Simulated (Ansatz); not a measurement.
# LiPPdO4: relaxing a made-up structure, part 2 of 2

This structure for LiPPdO4 is made up. Its elements were placed in a known structure type with a cell scaled to their sizes. What cell does the guess relax to, and how far off was it?

Ansatz 0.2.0; DFT, r2SCAN, plane-wave PAW, files of the set soft_1, scalar-relativistic, no spin, cell and ions relaxed at zero pressure; PAW set soft_1 (the session's first sound run).

So far: Set-up; Relaxing cell and atoms. The relaxed cell has a = 5.374, c = 5.473 Å (conventional setting).

### Step 3. Electronic structure of the relaxed cell

A second self-consistent run takes a narrower smearing and the mesh shown in its input; the bands follow along the standard path of the relaxed lattice.

This step: DFT, r2SCAN, plane-wave PAW, files of the set soft_1, scalar-relativistic, no spin, bands and density of states at the relaxed cell; PAW set soft_1 (Ansatz 0.2.0).

The input, input.yaml:

```yaml
crystal:
  lattice:
    - [-2.68711639, 2.68711639, 2.7365141388]
    - [2.68711639, -2.68711639, 2.7365141388]
    - [2.68711639, 2.68711639, -2.7365141388]
  atoms:
    - { symbol: Pd, position: [0.0, 0.0, 0.0] }
    - { symbol: P, position: [0.25, 0.75, 0.5] }
    - { symbol: O, position: [0.9180849946, 0.7506156746, 0.4957644624] }
    - { symbol: O, position: [0.2493843254, 0.7451487878, 0.16746932] }
    - { symbol: O, position: [0.2548512122, 0.4223205322, 0.5042355376] }
    - { symbol: O, position: [0.5776794678, 0.0819150054, 0.83253068] }
    - { symbol: Li, position: [0.5, 0.5, 0.0] }
kpoints:
  mp_grid: { grid: [8, 8, 8] }
  band_path:
    path:
      - [[0.0, 0.0, 0.0], [0.0, 0.0, 0.5], [-0.48211158, 0.48211158, 0.5], [-0.49105579, 0.49105579, 0.49105579], [0.0, 0.0, 0.0], [0.5, 0.5, -0.5], [0.49105579, 0.50894421, -0.49105579], [0.0, 0.5, 0.0], [0.25, 0.25, 0.25], [0.5, 0.5, -0.48211158], [0.5, 0.5, -0.5]]
      - [[0.0, 0.0, 0.5], [0.25, 0.25, 0.25]]
    npoints: 7
scf:
  occupations: { method: fermi_dirac, width: 0.03 }
  n_extra_bands: 11
hamiltonian:
  xc: r2scan
  pseudopotentials: { kind: paw, azcp: { folder: soft_1 } }
output:
  forces: true
  stress: true
  write_bands: true
  dos: { projected: true }
  write_density: true
  write_potential: true
  elf: true
  volumetric_format: npy
```

Launch:

```sh
$ ansatz run input.yaml --threads 4 --pin off --max-ram 10240MiB --backend cpu --events-out ev --progress --plain --runs-dir out
```

Numbers of over 12 decimals in the logs are rounded to 6 here.

What it wrote:

```text
[...]
Crystal: 7 atoms, lattice volume = 79.037 Å³
Basis set: ecut = 500 eV, 2017 PW (Γ), exchange–correlation on 144×144×144 points (64 copies of the dense FFT grid, shifted against one another)
Bands: 36, of which v1, the nominal top of the filled ones, is band 25 counted from 1 (24 counted from 0)
Symmetry: 4 space group operations
[...]
k-points: 78 of 512 (time reversal used)
[...]
SCF iter   1: F=—  HF=-10227.110054 eV  |F-HF|=—  |Δ(HF+E_count)|=         —  Δρ=1.08e-1  dr2=6.16e0  dr2_τ=9.11e-1  ethr=3.10e-3  ⟨swp⟩=6.9  Hψ=14339  notcnv=0  defer=21
[...]
SCF iter   9: F=-10226.441669 eV  HF=-10226.441669 eV  |F-HF|=5.11e-9  |Δ(HF+E_count)|=   1.34e-7  Δρ=3.18e-6  dr2=8.33e-9  dr2_τ=4.10e-10  ethr=2.00e-10  ⟨swp⟩=17.8  Hψ=21110  notcnv=0
SCF 1 converged in 9 iterations: F = -10226.441669 eV  dr2 = 8.33e-9
[...]
NSCF: frozen V_eff on 79 k-points
SCF converged after 9 iterations
Free energy (F): -10226.441669 eV
[...]
Internal energy: -10226.441669 eV  (E = F + TS)
E sigma→0 (E₀):  -10226.441669 eV
Fermi energy:    7.060961 eV
[...]
--- Forces (eV/Å), atoms counted from 1 ---
  atom   1  Pd    -0.00000000     0.00000000     0.00000000
  atom   2  P      0.00000000     0.00000000     0.00000000
  atom   3  O     -0.00056707     0.00158639     0.00018515
  atom   4  O      0.00158639     0.00056707    -0.00018515
  atom   5  O      0.00056707    -0.00158639     0.00018515
  atom   6  O     -0.00158639    -0.00056707    -0.00018515
  atom   7  Li     0.00000000     0.00000000     0.00000000
  max |Σ_I F_I| component: 1.32e-16 eV/Å
--- Stress (GPa, compression-positive) ---
       -0.006482       0.000011       0.000000
       -0.000011      -0.006482       0.000000
        0.000000       0.000000       0.000220
  P = ⅓ Tr σ = -0.0042 GPa (-0.042 kbar)
--- Band table (eV; the first three rows and the last of 78) ---
  k-point 0: bands = [... 21 lower, 5.2692, 6.2068, 6.4239, 6.4239, 7.5649, 11.1940, 14.4880, 17.0363, ... 7 higher]
  k-point 1: bands = [... 21 lower, 5.2874, 6.0956, 6.3835, 6.4463, 7.6615, 11.4927, 14.3855, 16.6156, ... 7 higher]
  k-point 2: bands = [... 21 lower, 5.3139, 5.9481, 6.2678, 6.4462, 7.8301, 12.2655, 14.2121, 16.0723, ... 7 higher]
  k-point 77: bands = [... 21 lower, 4.9280, 5.6212, 6.1643, 6.1643, 8.5065, 14.0998, 14.9970, 15.0535, ... 7 higher]
```

Elapsed: 14 s, on 4 threads of Intel Xeon Platinum 8375C at 2.90GHz (Ice Lake), shared host; peak memory 0.72 GiB.

This step gave:

* Fermi energy: 7.061 eV
* pressure: -0.004248 GPa
* gap on the k-mesh: 1.110 eV

From bands.tsv. The electronic bands at the labelled points (eV, zero at the valence top; v1 is the highest filled band, c1 the lowest empty one):

```
          point     v4     v3     v2     v1    c1    c2    c3     c4
              Γ  -1.18  -0.25  -0.03  -0.03  1.11  4.74  8.04  10.58
0.57 of the way  -1.14  -0.52  -0.22  -0.02  1.41  6.08  7.72   9.49
              X  -1.14  -0.61  -0.19  -0.14  1.49  7.46  7.86   8.22
0.43 of the way  -1.15  -0.73  -0.36  -0.17  1.61  7.46  8.11   8.48
              Y  -1.52  -0.83  -0.29  -0.29  2.05  7.65  8.53   8.60
0.57 of the way  -1.52  -0.83  -0.29  -0.29  2.05  7.65  8.54   8.60
              S  -1.52  -0.83  -0.29  -0.29  2.05  7.65  8.54   8.60
0.57 of the way  -0.99  -0.64  -0.29  -0.04  1.47  6.18  7.63   9.58
              Γ  -1.18  -0.25  -0.03  -0.03  1.11  4.74  8.04  10.58
0.57 of the way  -1.45  -0.75  -0.18  -0.18  1.83  6.62  8.93   9.20
              Z  -1.52  -0.83  -0.29  -0.29  2.05  7.65  8.54   8.60
0.43 of the way  -1.52  -0.83  -0.29  -0.29  2.05  7.65  8.54   8.60
             S1  -1.52  -0.83  -0.29  -0.29  2.05  7.65  8.54   8.60
0.43 of the way  -1.20  -0.81  -0.36  -0.20  1.83  7.28  8.38   8.84
              N  -0.93  -0.68  -0.40  -0.11  1.56  6.88  7.99   9.20
0.43 of the way  -0.90  -0.63  -0.39  -0.16  1.51  6.97  7.99   9.20
              P  -0.68  -0.50  -0.43  -0.39  1.44  7.19  8.27   8.73
0.43 of the way  -1.01  -0.73  -0.37  -0.16  1.58  7.10  8.33   8.72
             Y1  -1.52  -0.83  -0.29  -0.29  2.05  7.65  8.53   8.60
0.43 of the way  -1.52  -0.83  -0.29  -0.29  2.05  7.65  8.54   8.60
              Z  -1.52  -0.83  -0.29  -0.29  2.05  7.65  8.54   8.60
      jump to X  -1.14  -0.61  -0.19  -0.14  1.49  7.46  7.86   8.22
0.43 of the way  -1.01  -0.57  -0.24  -0.23  1.47  7.34  8.05   8.24
              P  -0.68  -0.50  -0.43  -0.39  1.44  7.19  8.27   8.73
```

Counts of states for the cell as run, both spins, by energy window (eV from the valence-band top):

```csv
from,to,total
-8,-7,0.62
-7,-6,4.19
-6,-5,2.35
-5,-4,3.95
-4,-3,5.29
-3,-2,4.55
-2,-1,2.46
-1,0,6.60
0,1,0.00
1,2,2.00
2,3,0.00
3,4,0.00
4,5,0.01
5,6,0.25
```

Below -8 eV lie 20.0 more states.

Electrostatic potential energy in the ac plane of the cell as run, not the conventional one, at fractional y = 0.745, with atoms of P and O within 0.2 Å of it. With pseudopotentials it is smooth inside the atoms' cores, unlike the true potential.

Ten even steps from '0' (-43 eV) to '9' (11 eV), each cell a mean:
```
99999999999888
99999999999878
99999999999888
99987889999889
78743479999987
36300168999842
23000169999510
33000379999411
75213799999645
87533699999999
98411499999999
97201599999999
97324899999999
98779999999999
```
Columns run along a (4.7 Å; values clipped at the 3rd and 97th percentile), rows up along c (4.7 Å). Atoms in or near the plane, at fractional coordinates: P at (0.25, 0.50), O at (0.92, 0.50), O at (0.25, 0.17).

ELF in the ac plane of the cell as run, not the conventional one, at fractional y = 0.745, with atoms of P and O within 0.2 Å of it. It is the smooth field of the valence electrons, not physical close to the nuclei.

Ten even steps from '_' (0.01) to '@' (0.86), each cell a mean:
```
..::====::________..----==--
..________________..--====--
..________..______..::--::..
----::..::::..______......--
%%**++::::--::..____..--**%%
%%%%**____::--..____--##@@%%
%%@@==____..::..__..**@@**==
@@%%::__::----____::%%@@##**
##====##%%##++..__--%%@@@@%%
::==%%@@@@%%##::__::##%%##++
..**%%****@@@@--____::--::..
--##%%==##@@%%::____________
--%%@@%%@@@@**________......
::**%%@@%%++..______::::::..
```
Columns run along a (4.7 Å), rows up along c (4.7 Å). Atoms in or near the plane, at fractional coordinates: P at (0.25, 0.50), O at (0.92, 0.50), O at (0.25, 0.17).

Valence density in the ac plane of the cell as run, not the conventional one, at fractional y = 0.745, with atoms of P and O within 0.2 Å of it. It is the smooth field of the valence electrons, not physical close to the nuclei.

Ten even steps from '0' (0.0 e/Å³) to '9' (7.5 e/Å³), each cell a mean:
```
00000000000000
00000000000000
00000000000000
00000000000000
10000000000001
31000000000135
52000000000279
31000000000387
10011100000232
00123100000000
00367300000000
01598200000000
01463100000000
00110000000000
```
Columns run along a (4.7 Å), rows up along c (4.7 Å). Atoms in or near the plane, at fractional coordinates: P at (0.25, 0.50), O at (0.92, 0.50), O at (0.25, 0.17).

### Step 4. Results

```
space group, relaxed : I-4
conventional cell    : a = 5.374, b = 5.374, c = 5.473 Å; α = 90.0°, β = 90.0°, γ = 90.0°
volume per atom      : 11.29 Å³ (guess 12.52)
```

LiPPdO4 relaxes to I-4 with a = 5.374, b = 5.374 and c = 5.473 Å. The guessed volume was 11 % too large. The space group I-4 was held in the relaxation, so the end point is a stationary structure within it and may be a saddle against distortions or other arrangements. It has an indirect Kohn–Sham gap of 1.11 eV, which semilocal functionals understate. On the 8×8×8 mesh with the narrower smearing (relaxed on 8×8×8) the largest force component is 0.002 eV/Å and the largest stress component is 0.006 GPa, within the relaxation's thresholds of 0.015 eV/Å and 0.05 GPa. The cutoff wasn't tested. No dispersion term is used, so weakly bound directions may come out too long. The runs have no spin, and magnetism wasn't tested. Nothing here tests whether the compound is stable against decomposition.

[Logs are printed without paths, hosts, clocks, repeated set-up lines and the standing remarks that a program may print on its own settings, such as how far it seeks lower states.]

[Hosts, paths, dates, database ids (printed as entryN), source tags and the programs' standing remarks are cut or masked in the printed files.]
